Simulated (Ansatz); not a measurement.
# P_C in SiC (P6_3mc): charge-transition levels and formation energies, part 2 of 2

Aim: at which Fermi levels does P_C in SiC (P6_3mc) change its charge? The model is a cell of 108 host atoms with 1 C taken out and 1 P put in.

Ansatz; place-levels on r2SCAN runs: charge-transition levels and formation energies with image-charge correction and potential alignment at the atomic sites; PAW set soft_1.

So far: The starting structure; Charge states; place-levels, r2SCAN.

## 3. place-levels, r2SCAN (continued)

Levels between the charges placed, in eV above the valence top:

```
        gap (eV)  (+1/0)  (0/−1)
r2SCAN      2.37    2.42    2.43
```

Corrections by state:

```
charge  moment (μB)  image terms and alignment (eV)  band filling (eV)                                  ε used  over the lowest of its charge, as the program ranks them, band filling apart (eV)
    +1          0.0                           0.253                  -  principal values (10.43, 10.43, 10.95)                                                                              0.000
     0          1.0                           0.000                  -                                       -                                                                              0.000
    −1          0.0                          -0.046             -0.260  principal values (10.43, 10.43, 10.95)                                                                              0.000
    −1          2.0                          -0.049                  -  principal values (10.43, 10.43, 10.95)                                                                              0.060
```

The charged structures listed were also run neutral, and place-levels reads from each pair, by the potential or the spins, how wide the charge is by which they differ; that can be the carrier of either run.

```
charge  rms radius (Å)  spread where it is widest against the cell (Å)  wide from (Å)  reading
    +1             5.9                                            3.27           1.39     wide
    −1             6.8                                            3.42           1.39     wide
```

The neutral runs of these pairs need not share the spin of the lowest neutral state, and very wide values only mean spread over the cell.

From the program's caveats on the states, each cut to its opening words:

- charge +1: how wide its charge is, is not read beside other atoms or cores, and a band state would take no correction
- charge 0 (1 μB): its sublattices stand up to 0.0281 Å off the host's, which by the two runs' forces adds about +0.02 eV to its energy against the host's, and moves the band [...]
- charge 0 (1 μB): its moments are held at its close (magnetization.spin_locking), by a field of 0.027 eV a Bohr magneton, and its energy and levels are of the state that this [...]
- charge 0 (1 μB), −1 (2 μB): flagged: stability check not made
- charge −1: it parts from the run at its places by a charge that spreads by about 3.4 Å along one vector (1.4 Å or more is wide), by its potential at epsilon [7.09, 7.09, [...]
- charge −1: a band-filling correction moves a carrier to the host's band edge, which changes its energy by -0.260 eV
- charge −1: its alignment with the host at atomic sites is doubtful: the mean over the far sites moves by -0.1100 eV from their farther parts to their nearer, more than [...]
- charge −1: the host's ions (past the first shell or, of a walk that freed a part, those that it held) aren't shown at rest: they stand up to 0.069 Å off their sites, 2.20 [...]
- charge −1: its sublattices stand up to 0.0325 Å off the host's, which by the two runs' forces adds about +0.04 eV to its energy against the host's, and moves the band [...]
- charge −1 (2 μB): it parts from the run at its places by a charge that spreads by about 3.6 Å along one vector (1.4 Å or more is wide), by its potential at epsilon [7.09, 7.09, [...]
- charge −1 (2 μB): its alignment with the host at atomic sites is doubtful: the mean over the far sites moves by -0.1423 eV from their farther parts to their nearer, more than [...]
- charge −1 (2 μB): its sublattices stand up to 0.0344 Å off the host's, which by the two runs' forces adds about +0.03 eV to its energy against the host's, and moves the band [...]
- charge −1 (2 μB): its moments are held at its close (magnetization.spin_locking), by a field of 0.075 eV a Bohr magneton, and its energy and levels are of the state that this [...]

The host's formation energy from the elements is -0.356 eV per atom; it sets how far the chemical potentials can move.

Formation energies (eV), C-rich (Δμ(C) = 0.00 eV, Δμ(Si) = -0.71 eV, Δμ(P) = 0.00 eV):

```
charge  Fermi level at the valence top  at the conduction bottom
    +1                            0.95                      3.32
     0                            3.37                      3.37
    −1                            5.80                      3.44
```

Formation energies (eV), Si-rich (Δμ(Si) = 0.00 eV, Δμ(C) = -0.71 eV, Δμ(P) = 0.00 eV):

| charge | Fermi level at the valence top | at the conduction bottom |
| --- | --- | --- |
| +1 | 0.24 | 2.61 |
| 0 | 2.66 | 2.66 |
| −1 | 5.09 | 2.72 |

## 4. The same at the relaxations' own k-points

The relaxations' own energies give the levels at their sampling, for comparison.

File levels.relax_mesh.yaml:

```yaml
host:
  run: host.relax.run
states: [qm1.relax.run, q0_M1.relax.run, qp1.relax.run, qm1_M2.relax.run]
chemical_potentials:
  C:
    energy: -251.553391
    dataset: "<sha256 of the dataset>"
  P:
    energy: -759.166194
    dataset: "<sha256 of the dataset>"
```

On the command line:

```bash
> ansatz place-levels levels.relax_mesh.yaml -- --threads 4 --pin off --max-ram 15073MiB
```

The program printed:

```text
(+1/0) 2.435 eV above the valence edge (+2.467 eV without the band-filling correction), in the conduction band; not on the lower envelope
[...]
formation energy of charge +1: +0.872 eV with the Fermi level at the valence edge
formation energy of charge 0: +3.307 eV with the Fermi level at the valence edge
formation energy of charge -1: +5.707 eV with the Fermi level at the valence edge
  edges by r2scan, gap 2.378 eV; the host is sampled to repeats of 16.00 Å
[... the lines on each state left out ...]
```

Wall time 0.13 s (4 threads of Intel Xeon 6975P-C (Granite Rapids), shared host).

Levels between neighbouring charges, in eV above the valence top:

```
                        gap (eV)  (+1/0)  (0/−1)
one point at (¼, ¼, ¼)      2.38    2.44    2.40
  a 2×2×2 shifted mesh      2.37    2.42    2.43
```

Going from one point at (¼, ¼, ¼) to a 2×2×2 shifted mesh moves formation energies against the elements by up to 0.10 eV; band-filling terms, which differ between samplings, are in these energies.

## 5. What came out

| Item | Value |
| --- | --- |
| gap of the host | 2.37 eV (r2SCAN) |
| level (plus 1/0) | 2.42 eV above the valence top, past the conduction bottom |
| level (0/minus 1) | 2.43 eV above the valence top, past the conduction bottom (2.69 eV above the valence top without the band-filling term) |
| lowest of the charges placed, just above the valence top (0.02 eV) | +1 |
| lowest of the charges placed, just below the conduction bottom (0.02 eV) | +1 |
| lowest formation energy at mid-gap of the charges run, C-rich | 2.14 eV |
| lowest formation energy at mid-gap of the charges run, Si-rich | 1.42 eV |

Of the charges placed (−1, 0 and +1), +1 is the lowest from 0.02 eV above the valence top to 0.02 eV below the conduction bottom, a gap of 2.37 eV. (+1/0) lies 0.05 eV from a band edge, less than the doubt on such levels. Charges above +1 were not placed, so these runs say nothing of levels that involve them. States placed: +1 at 0 μB; 0 at 1 μB; −1 at 0 μB and 2 μB. Other spin states or structures, where not listed, weren't placed. The program finds carriers beyond a band edge of the host and adds a band-filling term at charge −1 (-0.26 eV); steps to such a charge show no bound level, and a defect level inside a band would be read the same way. P is taken at its element; compounds, which aren't counted here, bound the chemical potentials and would shift these formation energies. Going from one point at (¼, ¼, ¼) to a 2×2×2 shifted mesh moves formation energies against the elements by up to 0.10 eV; band-filling terms, which differ between samplings, are in these energies. The program doubts the alignment of potentials for at least one state, a sign that the cell is small. Limits: r2SCAN makes the gap too small and tends to spread out bound carriers; force components of up to 0.28 eV/Å remain in a run at the final settings.

Comparison with the measured values:

```
                             quantity  measured           r2SCAN
band gap (least gap of the host) (eV)      3.03  2.37 (-0.66 eV)
```

Measured values from arxiv:1806.04908 (2018).

**Verdict.** The band gap is off by -0.66 eV: a clear miss. Local and semilocal functionals usually give gaps below the measured ones. Zero-point and thermal motion shift the measured gap.

[Logs are printed without paths, hosts, clocks, repeated set-up lines and the standing remarks that a program may print on its own settings, such as how far it seeks lower states.]

[Hosts, paths, dates, database ids (printed as entryN), source tags and the programs' standing remarks are cut or masked in the printed files.]

[Where a table of states has a column of steps, it counts the stored structures, which are thinned; the runs took as many ionic steps or more.]

[A defect's name tells the site on which it was built; relaxed atoms can leave that site.]

[For some hosts the program warned that the k-mesh of the response run may be too coarse for force constants and the static dielectric constant; such warnings are not shown here.]
